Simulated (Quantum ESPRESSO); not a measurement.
**How the smearing moves the magnetism of MnS (Browneite)**

Aim: see how far moments and order energies of MnS (Browneite) move with the smearing, and what each rung costs.

Method: PBEsol; plane waves with GBRV 1.5 PBEsol potentials, no spin-orbit coupling (settings of the first rung), in Quantum ESPRESSO 7.5.

Report form: the programs' logs are mostly left out.

### Step 1. The starting structure

The structure is cubic, space group F-43m (No. 216). Conventional cell: a = 5.600 Å, b = 5.600 Å, c = 5.600 Å, α = 90.00°, β = 90.00°, γ = 90.00°. Mn has 4 S at 2.42 Å nearest. S has 4 Mn at 2.42 Å nearest. Farther neighbours and most contacts between anions are not listed.

The cell comes from the Crystallography Open Database.

### Step 2. Rung 1, start ferro +

Input file pw.in:

```
&CONTROL
  calculation = 'scf'
  prefix = 'pwscf'
  outdir = './tmp'
  pseudo_dir = './pseudo'
  disk_io = 'nowf'
  tprnfor = .true.
  tstress = .true.
/
&SYSTEM
  ibrav = 0
  celldm(1) = 8
  nat = 2
  ntyp = 2
  ecutwfc = 40
  ecutrho = 280
  nbnd = 19
  occupations = 'smearing'
  smearing = 'fd'
  degauss = 0.02204959
  nspin = 2
  starting_magnetization(1) = 0.3
  starting_magnetization(2) = 0
/
&ELECTRONS
  conv_thr = 4d-09
  electron_maxstep = 150
  mixing_beta = 0.3
/
ATOMIC_SPECIES
Mn     54.9380 mn_pbesol_v1.5.uspp.F.UPF
S      32.0600 s_pbesol_v1.4.uspp.F.UPF
CELL_PARAMETERS alat
   0.0000000000000    0.6614041436190    0.6614041436190
   0.6614041436190    0.0000000000000    0.6614041436190
   0.6614041436190    0.6614041436190    0.0000000000000
ATOMIC_POSITIONS crystal
Mn      0.0000000000    0.0000000000    0.0000000000
S       0.2500000000    0.2500000000    0.2500000000
K_POINTS automatic
6 6 6 0 0 0
```

Run with:

```sh
$ OMP_NUM_THREADS=1 mpirun -n 2 pw.x -nk 2 -in pw.in > pw.out
```

It took 7.2 s on 2 MPI ranks of AMD EPYC 9R45, shared host; peak memory 0.22 GiB; 14 s of CPU time.

Spin moment in the atom's sphere by atom:

| atom | spin moment in the atom's sphere (μB) |
| --- | --- |
| Mn1 | 3.92 |
| S2 | 0.06 |

This step gave:

```
magnetization : 4.535 μB
final state   : ferromagnetic
```

### Step 3. Rung 1, start antiferro q=(0,1/2,1/2) +-

The wavevector q is in fractions of the reciprocal vectors of the crystal's primitive cell, as the cells of these inputs are built from it; moments change sign between cells as cos(2π q·R).

Input file pw.in:

```
&CONTROL
  calculation = 'scf'
  prefix = 'pwscf'
  outdir = './tmp'
  pseudo_dir = './pseudo'
  disk_io = 'nowf'
  tprnfor = .true.
  tstress = .true.
/
&SYSTEM
  ibrav = 0
  celldm(1) = 8
  nat = 4
  ntyp = 3
  ecutwfc = 40
  ecutrho = 280
  nbnd = 30
  occupations = 'smearing'
  smearing = 'fd'
  degauss = 0.02204959
  nspin = 2
  starting_magnetization(1) = 0.3
  starting_magnetization(2) = -0.3
  starting_magnetization(3) = 0
/
&ELECTRONS
  conv_thr = 8d-09
  electron_maxstep = 150
  mixing_beta = 0.3
/
ATOMIC_SPECIES
Mn1    54.9380 mn_pbesol_v1.5.uspp.F.UPF
Mn2    54.9380 mn_pbesol_v1.5.uspp.F.UPF
S      32.0600 s_pbesol_v1.4.uspp.F.UPF
CELL_PARAMETERS alat
   0.0000000000000    0.6614041436190    0.6614041436190
   1.3228082872380    0.0000000000000    1.3228082872380
   1.3228082872380    0.6614041436190    0.6614041436190
ATOMIC_POSITIONS crystal
Mn1     0.0000000000    0.0000000000    0.0000000000
Mn2     0.0000000000    0.5000000000    0.0000000000
S       0.2500000000    0.0000000000    0.2500000000
S       0.2500000000    0.5000000000    0.2500000000
K_POINTS automatic
6 3 6 0 0 0
```

Elapsed: 33 s, on 2 MPI ranks; peak memory 0.39 GiB.

Spin moment in the atom's sphere by atom:

| atom | spin moment in the atom's sphere (μB) |
| --- | --- |
| Mn1 | 3.88 |
| Mn2 | -3.88 |
| S3 | 0.00 |
| S4 | 0.00 |

Read from the output:

```
magnetization : 0 μB
final state   : antiferromagnetic
```

### Step 4. Rung 2, start ferro +

Input file pw.in:

```
&CONTROL
  calculation = 'scf'
  prefix = 'pwscf'
  outdir = './tmp'
  pseudo_dir = './pseudo'
  disk_io = 'nowf'
  tprnfor = .true.
  tstress = .true.
/
&SYSTEM
  ibrav = 0
  celldm(1) = 8
  nat = 2
  ntyp = 2
  ecutwfc = 40
  ecutrho = 280
  nbnd = 19
  occupations = 'smearing'
  smearing = 'fd'
  degauss = 0.00734986
  nspin = 2
  starting_magnetization(1) = 0.3
  starting_magnetization(2) = 0
/
&ELECTRONS
  conv_thr = 4d-09
  electron_maxstep = 150
  mixing_beta = 0.3
/
ATOMIC_SPECIES
Mn     54.9380 mn_pbesol_v1.5.uspp.F.UPF
S      32.0600 s_pbesol_v1.4.uspp.F.UPF
CELL_PARAMETERS alat
   0.0000000000000    0.6614041436190    0.6614041436190
   0.6614041436190    0.0000000000000    0.6614041436190
   0.6614041436190    0.6614041436190    0.0000000000000
ATOMIC_POSITIONS crystal
Mn      0.0000000000    0.0000000000    0.0000000000
S       0.2500000000    0.2500000000    0.2500000000
K_POINTS automatic
6 6 6 0 0 0
```

Run time: 5.7 s. Hardware: 2 MPI ranks; peak memory 0.22 GiB; 11 s of CPU time.

Read from the output:

```
magnetization  : 4.837 μB
final state    : ferromagnetic
largest moment : 4.109 μB
```

### Step 5. Rung 2, start antiferro q=(0,1/2,1/2) +-

Input file pw.in:

```
&CONTROL
  calculation = 'scf'
  prefix = 'pwscf'
  outdir = './tmp'
  pseudo_dir = './pseudo'
  disk_io = 'nowf'
  tprnfor = .true.
  tstress = .true.
/
&SYSTEM
  ibrav = 0
  celldm(1) = 8
  nat = 4
  ntyp = 3
  ecutwfc = 40
  ecutrho = 280
  nbnd = 30
  occupations = 'smearing'
  smearing = 'fd'
  degauss = 0.00734986
  nspin = 2
  starting_magnetization(1) = 0.3
  starting_magnetization(2) = -0.3
  starting_magnetization(3) = 0
/
&ELECTRONS
  conv_thr = 8d-09
  electron_maxstep = 150
  mixing_beta = 0.3
/
ATOMIC_SPECIES
Mn1    54.9380 mn_pbesol_v1.5.uspp.F.UPF
Mn2    54.9380 mn_pbesol_v1.5.uspp.F.UPF
S      32.0600 s_pbesol_v1.4.uspp.F.UPF
CELL_PARAMETERS alat
   0.0000000000000    0.6614041436190    0.6614041436190
   1.3228082872380    0.0000000000000    1.3228082872380
   1.3228082872380    0.6614041436190    0.6614041436190
ATOMIC_POSITIONS crystal
Mn1     0.0000000000    0.0000000000    0.0000000000
Mn2     0.0000000000    0.5000000000    0.0000000000
S       0.2500000000    0.0000000000    0.2500000000
S       0.2500000000    0.5000000000    0.2500000000
K_POINTS automatic
6 3 6 0 0 0
```

It took 32 s on 2 MPI ranks; peak memory 0.39 GiB; 64 s of CPU time.

This step gave:

```yaml
magnetization: 0 μB
final_state: antiferromagnetic
largest_moment: 3.967 μB
```

### Step 6. Rung 3, start ferro +

Input file pw.in:

```
&CONTROL
  calculation = 'scf'
  prefix = 'pwscf'
  outdir = './tmp'
  pseudo_dir = './pseudo'
  disk_io = 'nowf'
  tprnfor = .true.
  tstress = .true.
/
&SYSTEM
  ibrav = 0
  celldm(1) = 8
  nat = 2
  ntyp = 2
  ecutwfc = 40
  ecutrho = 280
  nbnd = 19
  occupations = 'smearing'
  smearing = 'fd'
  degauss = 0.00183747
  nspin = 2
  starting_magnetization(1) = 0.3
  starting_magnetization(2) = 0
/
&ELECTRONS
  conv_thr = 4d-09
  electron_maxstep = 150
  mixing_beta = 0.3
/
ATOMIC_SPECIES
Mn     54.9380 mn_pbesol_v1.5.uspp.F.UPF
S      32.0600 s_pbesol_v1.4.uspp.F.UPF
CELL_PARAMETERS alat
   0.0000000000000    0.6614041436190    0.6614041436190
   0.6614041436190    0.0000000000000    0.6614041436190
   0.6614041436190    0.6614041436190    0.0000000000000
ATOMIC_POSITIONS crystal
Mn      0.0000000000    0.0000000000    0.0000000000
S       0.2500000000    0.2500000000    0.2500000000
K_POINTS automatic
6 6 6 0 0 0
```

It took 6.1 s on 2 MPI ranks; peak memory 0.22 GiB.

This step gave:

* magnetization: 4.885 μB
* final state: ferromagnetic
* largest moment: 4.136 μB

### Step 7. Rung 3, start antiferro q=(0,1/2,1/2) +-

Input file pw.in:

```
&CONTROL
  calculation = 'scf'
  prefix = 'pwscf'
  outdir = './tmp'
  pseudo_dir = './pseudo'
  disk_io = 'nowf'
  tprnfor = .true.
  tstress = .true.
/
&SYSTEM
  ibrav = 0
  celldm(1) = 8
  nat = 4
  ntyp = 3
  ecutwfc = 40
  ecutrho = 280
  nbnd = 30
  occupations = 'smearing'
  smearing = 'fd'
  degauss = 0.00183747
  nspin = 2
  starting_magnetization(1) = 0.3
  starting_magnetization(2) = -0.3
  starting_magnetization(3) = 0
/
&ELECTRONS
  conv_thr = 8d-09
  electron_maxstep = 150
  mixing_beta = 0.3
/
ATOMIC_SPECIES
Mn1    54.9380 mn_pbesol_v1.5.uspp.F.UPF
Mn2    54.9380 mn_pbesol_v1.5.uspp.F.UPF
S      32.0600 s_pbesol_v1.4.uspp.F.UPF
CELL_PARAMETERS alat
   0.0000000000000    0.6614041436190    0.6614041436190
   1.3228082872380    0.0000000000000    1.3228082872380
   1.3228082872380    0.6614041436190    0.6614041436190
ATOMIC_POSITIONS crystal
Mn1     0.0000000000    0.0000000000    0.0000000000
Mn2     0.0000000000    0.5000000000    0.0000000000
S       0.2500000000    0.0000000000    0.2500000000
S       0.2500000000    0.5000000000    0.2500000000
K_POINTS automatic
6 3 6 0 0 0
```

Elapsed: 35 s, on 2 MPI ranks; peak memory 0.39 GiB; 70 s of CPU time.

Numbers from this step:

```yaml
magnetization: 0 μB
final_state: antiferromagnetic
largest_moment: 3.967 μB
```

### Step 8. Rung 4, start ferro +

Input file pw.in:

```
&CONTROL
  calculation = 'scf'
  prefix = 'pwscf'
  outdir = './tmp'
  pseudo_dir = './pseudo'
  disk_io = 'nowf'
  tprnfor = .true.
  tstress = .true.
/
&SYSTEM
  ibrav = 0
  celldm(1) = 8
  nat = 2
  ntyp = 2
  ecutwfc = 40
  ecutrho = 280
  nbnd = 19
  occupations = 'smearing'
  smearing = 'gaussian'
  degauss = 0.00999582
  nspin = 2
  starting_magnetization(1) = 0.3
  starting_magnetization(2) = 0
/
&ELECTRONS
  conv_thr = 4d-09
  electron_maxstep = 150
  mixing_beta = 0.3
/
ATOMIC_SPECIES
Mn     54.9380 mn_pbesol_v1.5.uspp.F.UPF
S      32.0600 s_pbesol_v1.4.uspp.F.UPF
CELL_PARAMETERS alat
   0.0000000000000    0.6614041436190    0.6614041436190
   0.6614041436190    0.0000000000000    0.6614041436190
   0.6614041436190    0.6614041436190    0.0000000000000
ATOMIC_POSITIONS crystal
Mn      0.0000000000    0.0000000000    0.0000000000
S       0.2500000000    0.2500000000    0.2500000000
K_POINTS automatic
6 6 6 0 0 0
```

Elapsed: 5.9 s, on 2 MPI ranks; peak memory 0.22 GiB.

Numbers from this step:

- magnetization: 4.873 μB
- final state: ferromagnetic
- largest moment: 4.129 μB

### Step 9. Rung 4, start antiferro q=(0,1/2,1/2) +-

Input file pw.in:

```
&CONTROL
  calculation = 'scf'
  prefix = 'pwscf'
  outdir = './tmp'
  pseudo_dir = './pseudo'
  disk_io = 'nowf'
  tprnfor = .true.
  tstress = .true.
/
&SYSTEM
  ibrav = 0
  celldm(1) = 8
  nat = 4
  ntyp = 3
  ecutwfc = 40
  ecutrho = 280
  nbnd = 30
  occupations = 'smearing'
  smearing = 'gaussian'
  degauss = 0.00999582
  nspin = 2
  starting_magnetization(1) = 0.3
  starting_magnetization(2) = -0.3
  starting_magnetization(3) = 0
/
&ELECTRONS
  conv_thr = 8d-09
  electron_maxstep = 150
  mixing_beta = 0.3
/
ATOMIC_SPECIES
Mn1    54.9380 mn_pbesol_v1.5.uspp.F.UPF
Mn2    54.9380 mn_pbesol_v1.5.uspp.F.UPF
S      32.0600 s_pbesol_v1.4.uspp.F.UPF
CELL_PARAMETERS alat
   0.0000000000000    0.6614041436190    0.6614041436190
   1.3228082872380    0.0000000000000    1.3228082872380
   1.3228082872380    0.6614041436190    0.6614041436190
ATOMIC_POSITIONS crystal
Mn1     0.0000000000    0.0000000000    0.0000000000
Mn2     0.0000000000    0.5000000000    0.0000000000
S       0.2500000000    0.0000000000    0.2500000000
S       0.2500000000    0.5000000000    0.2500000000
K_POINTS automatic
6 3 6 0 0 0
```

The job ended after 33 s (2 MPI ranks; peak memory 0.36 GiB; 65 s of CPU time).

This step gave:

| Property | Result |
| --- | --- |
| magnetization | 0 μB |
| final state | antiferromagnetic |
| largest moment | 3.967 μB |

### Step 10. Rung 5, start ferro +

Input file pw.in:

```
&CONTROL
  calculation = 'scf'
  prefix = 'pwscf'
  outdir = './tmp'
  pseudo_dir = './pseudo'
  disk_io = 'nowf'
  tprnfor = .true.
  tstress = .true.
/
&SYSTEM
  ibrav = 0
  celldm(1) = 8
  nat = 2
  ntyp = 2
  ecutwfc = 40
  ecutrho = 280
  nbnd = 19
  occupations = 'smearing'
  smearing = 'mp'
  degauss = 0.01469973
  nspin = 2
  starting_magnetization(1) = 0.3
  starting_magnetization(2) = 0
/
&ELECTRONS
  conv_thr = 4d-09
  electron_maxstep = 150
  mixing_beta = 0.3
/
ATOMIC_SPECIES
Mn     54.9380 mn_pbesol_v1.5.uspp.F.UPF
S      32.0600 s_pbesol_v1.4.uspp.F.UPF
CELL_PARAMETERS alat
   0.0000000000000    0.6614041436190    0.6614041436190
   0.6614041436190    0.0000000000000    0.6614041436190
   0.6614041436190    0.6614041436190    0.0000000000000
ATOMIC_POSITIONS crystal
Mn      0.0000000000    0.0000000000    0.0000000000
S       0.2500000000    0.2500000000    0.2500000000
K_POINTS automatic
6 6 6 0 0 0
```

Run time: 6.2 s. Hardware: 2 MPI ranks; peak memory 0.22 GiB; 12 s of CPU time.

Numbers from this step:

```yaml
magnetization: 4.885 μB
final_state: ferromagnetic
largest_moment: 4.137 μB
```

### Step 11. Rung 5, start antiferro q=(0,1/2,1/2) +-

Input file pw.in:

```
&CONTROL
  calculation = 'scf'
  prefix = 'pwscf'
  outdir = './tmp'
  pseudo_dir = './pseudo'
  disk_io = 'nowf'
  tprnfor = .true.
  tstress = .true.
/
&SYSTEM
  ibrav = 0
  celldm(1) = 8
  nat = 4
  ntyp = 3
  ecutwfc = 40
  ecutrho = 280
  nbnd = 30
  occupations = 'smearing'
  smearing = 'mp'
  degauss = 0.01469973
  nspin = 2
  starting_magnetization(1) = 0.3
  starting_magnetization(2) = -0.3
  starting_magnetization(3) = 0
/
&ELECTRONS
  conv_thr = 8d-09
  electron_maxstep = 150
  mixing_beta = 0.3
/
ATOMIC_SPECIES
Mn1    54.9380 mn_pbesol_v1.5.uspp.F.UPF
Mn2    54.9380 mn_pbesol_v1.5.uspp.F.UPF
S      32.0600 s_pbesol_v1.4.uspp.F.UPF
CELL_PARAMETERS alat
   0.0000000000000    0.6614041436190    0.6614041436190
   1.3228082872380    0.0000000000000    1.3228082872380
   1.3228082872380    0.6614041436190    0.6614041436190
ATOMIC_POSITIONS crystal
Mn1     0.0000000000    0.0000000000    0.0000000000
Mn2     0.0000000000    0.5000000000    0.0000000000
S       0.2500000000    0.0000000000    0.2500000000
S       0.2500000000    0.5000000000    0.2500000000
K_POINTS automatic
6 3 6 0 0 0
```

The job ended after 33 s (2 MPI ranks; peak memory 0.36 GiB; 66 s of CPU time).

Numbers from this step:

- magnetization: 0 μB
- final state: antiferromagnetic
- largest moment: 3.967 μB

### Step 12. Rung 6, start ferro +

Input file pw.in:

```
&CONTROL
  calculation = 'scf'
  prefix = 'pwscf'
  outdir = './tmp'
  pseudo_dir = './pseudo'
  disk_io = 'nowf'
  tprnfor = .true.
  tstress = .true.
/
&SYSTEM
  ibrav = 0
  celldm(1) = 8
  nat = 2
  ntyp = 2
  ecutwfc = 40
  ecutrho = 280
  nbnd = 19
  occupations = 'smearing'
  smearing = 'mv'
  degauss = 0.01469973
  nspin = 2
  starting_magnetization(1) = 0.3
  starting_magnetization(2) = 0
/
&ELECTRONS
  conv_thr = 4d-09
  electron_maxstep = 150
  mixing_beta = 0.3
/
ATOMIC_SPECIES
Mn     54.9380 mn_pbesol_v1.5.uspp.F.UPF
S      32.0600 s_pbesol_v1.4.uspp.F.UPF
CELL_PARAMETERS alat
   0.0000000000000    0.6614041436190    0.6614041436190
   0.6614041436190    0.0000000000000    0.6614041436190
   0.6614041436190    0.6614041436190    0.0000000000000
ATOMIC_POSITIONS crystal
Mn      0.0000000000    0.0000000000    0.0000000000
S       0.2500000000    0.2500000000    0.2500000000
K_POINTS automatic
6 6 6 0 0 0
```

Elapsed: 5.5 s, on 2 MPI ranks; peak memory 0.22 GiB.

Numbers from this step:

- magnetization: 4.874 μB
- final state: ferromagnetic
- largest moment: 4.129 μB

### Step 13. Rung 6, start antiferro q=(0,1/2,1/2) +-

Input file pw.in:

```
&CONTROL
  calculation = 'scf'
  prefix = 'pwscf'
  outdir = './tmp'
  pseudo_dir = './pseudo'
  disk_io = 'nowf'
  tprnfor = .true.
  tstress = .true.
/
&SYSTEM
  ibrav = 0
  celldm(1) = 8
  nat = 4
  ntyp = 3
  ecutwfc = 40
  ecutrho = 280
  nbnd = 30
  occupations = 'smearing'
  smearing = 'mv'
  degauss = 0.01469973
  nspin = 2
  starting_magnetization(1) = 0.3
  starting_magnetization(2) = -0.3
  starting_magnetization(3) = 0
/
&ELECTRONS
  conv_thr = 8d-09
  electron_maxstep = 150
  mixing_beta = 0.3
/
ATOMIC_SPECIES
Mn1    54.9380 mn_pbesol_v1.5.uspp.F.UPF
Mn2    54.9380 mn_pbesol_v1.5.uspp.F.UPF
S      32.0600 s_pbesol_v1.4.uspp.F.UPF
CELL_PARAMETERS alat
   0.0000000000000    0.6614041436190    0.6614041436190
   1.3228082872380    0.0000000000000    1.3228082872380
   1.3228082872380    0.6614041436190    0.6614041436190
ATOMIC_POSITIONS crystal
Mn1     0.0000000000    0.0000000000    0.0000000000
Mn2     0.0000000000    0.5000000000    0.0000000000
S       0.2500000000    0.0000000000    0.2500000000
S       0.2500000000    0.5000000000    0.2500000000
K_POINTS automatic
6 3 6 0 0 0
```

Run time: 30 s. Hardware: 2 MPI ranks; peak memory 0.37 GiB; 59 s of CPU time.

This step gave:

- magnetization: 0 μB
- final state: antiferromagnetic
- largest moment: 3.967 μB

### Step 14. The rungs together

Ladder, by row:

| rung | smearing (eV) | state from the first start | state from the second start | second less first (meV a seeded atom) | moment, first (μB) | moment, second (μB) | CPU time (s) |
| --- | --- | --- | --- | --- | --- | --- | --- |
| 1 | fermi-dirac 0.3 | ferromagnetic | antiferromagnetic | -183.8 | 3.917 | 3.882 | 79.31 |
| 2 | fermi-dirac 0.1 | ferromagnetic | antiferromagnetic | -275.3 | 4.109 | 3.967 | 75.37 |
| 3 | fermi-dirac 0.025 | ferromagnetic | antiferromagnetic | -290.7 | 4.136 | 3.967 | 81.88 |
| 4 | gaussian 0.136 | ferromagnetic | antiferromagnetic | -286.4 | 4.129 | 3.967 | 76.78 |
| 5 | methfessel-paxton 0.2 | ferromagnetic | antiferromagnetic | -290.7 | 4.137 | 3.967 | 77.68 |
| 6 | cold 0.2 | ferromagnetic | antiferromagnetic | -287.9 | 4.129 | 3.967 | 70.01 |

### Step 15. Summary of results

```json
{
 "range of the largest moment, first start": "3.92 to 4.14 μB; second start 3.88 to 3.97 μB",
 "range of CPU time": "70 s to 82 s",
 "range of the energy difference": "-291 to -184 meV a seeded atom"
}
```

In words: Between the smearings the moment of the first start moves by 0.22 μB and the difference by 107 meV; all share one mesh, which a narrow width needs finer. No Hubbard term acts here. In such compounds local and semilocal functionals without one often delocalise the d electrons, and can shrink or lose moments and miss the size, sign and order of the couplings.

[Logs and program files are shortened in this print: banners, set-up blocks, solver, clock and traceback lines can be left out without a mark of their own.]

[Logs are printed without paths, hosts, clocks, repeated set-up lines and the standing remarks that a program may print on its own settings, such as how far it seeks lower states.]

[Hosts, paths, dates, database ids (printed as entryN), source tags and the programs' standing remarks are cut or masked in the printed files.]

[Where a cell is said to come from a database of computed structures, the database is the Materials Project.]
